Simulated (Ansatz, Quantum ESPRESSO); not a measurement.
## TaN (WC type): bulk modulus from a few volumes

How stiff is WC type TaN under hydrostatic load? Each row relaxes cell and atoms at a set pressure. The phase is followed to these pressures whether or not it stays the stable one.

Calculated with Quantum ESPRESSO 7.5, PBEsol, GBRV 1.5 ultrasoft potentials, cutoff 680 eV, Fermi–Dirac smearing 0.05 eV, k-mesh 17×17×15, no spin polarisation, no spin-orbit coupling.

The series also meant to hold 30 (pressure); those runs didn't finish, missed their thresholds or give no value for this table.

Reference cell, relaxed at zero pressure with PBEsol (P-6m2): a = 2.9236 Å, b = 2.9236 Å, c = 2.8709 Å, α = 90.00°, β = 90.00°, γ = 120.00°.

```csv
atom,x,y,z
Ta,0.0000,0.0000,0.0000
N,0.6667,0.3333,0.5000
```

| V (Å³/atom) | V/V0 | P (GPa) | E − E0 (meV/atom) |
| --- | --- | --- | --- |
| 10.7445 | 1.0112 | −3.973 | 1.2 |
| 10.4848 | 0.9868 | 4.968 | 2.5 |
| 10.2305 | 0.9628 | 14.923 | 18.7 |
| 10.1145 | 0.9519 | 19.904 | 31.5 |

V0 = 10.6253 Å³ an atom, where the residual pressure P0 is −0.019 GPa. **Question.** Fit the Birch–Murnaghan law and give the pressure and the energy at V = 10.3536 Å³ an atom, a row left out above.

With the Eulerian strain f = ½[(V0/V)^(2/3) − 1] and F = (P − P0)/[3f(1 + 2f)^(5/2)], the third-order law is the line F = B0 + (3/2) B0 (B′ − 4) f.

| f | F (GPa) |
| --- | --- |
| 0.01670 | 366.42 |
| 0.01278 | 365.83 |
| 0.00446 | 364.80 |
| −0.00370 | 362.42 |

A straight line through the 4 rows: the means are 0.00756 for f and 364.87 for F, Σ(Δx)² = 0.0002472 and ΣΔxΔy = 0.04698, so the slope is 0.04698/0.0002472 = 190.07 and the intercept 364.87 − (190.07)(0.00756) = 363.43.

Hence B0 = 363.4 GPa and B′ = 4 + (190.1)/(1.5 × 363.4) = 4.35. For the withheld volume f = 0.00871, F = 365.09 GPa and P = 9.94 GPa. The run itself gives 9.95 GPa, so the estimate misses by 0.01 GPa, a rounding's worth.

Integrating the same law gives E − E0 = (9/2) B0 V0 f²[1 + (B′ − 4) f] + P0(V0 − V), with 1 GPa Å³ = 6.2415 meV: 8.2 meV an atom. The run itself gives 8.9 meV, so the estimate misses by 0.7 meV; the fitted rows themselves lie up to 1.2 meV off the law.

The same fit over all rows at other levels or in other programs gives B0 = 362 GPa with PBEsol (Ansatz).

[Logs are printed without paths, hosts, clocks, repeated set-up lines and the standing remarks that a program may print on its own settings, such as how far it seeks lower states.]
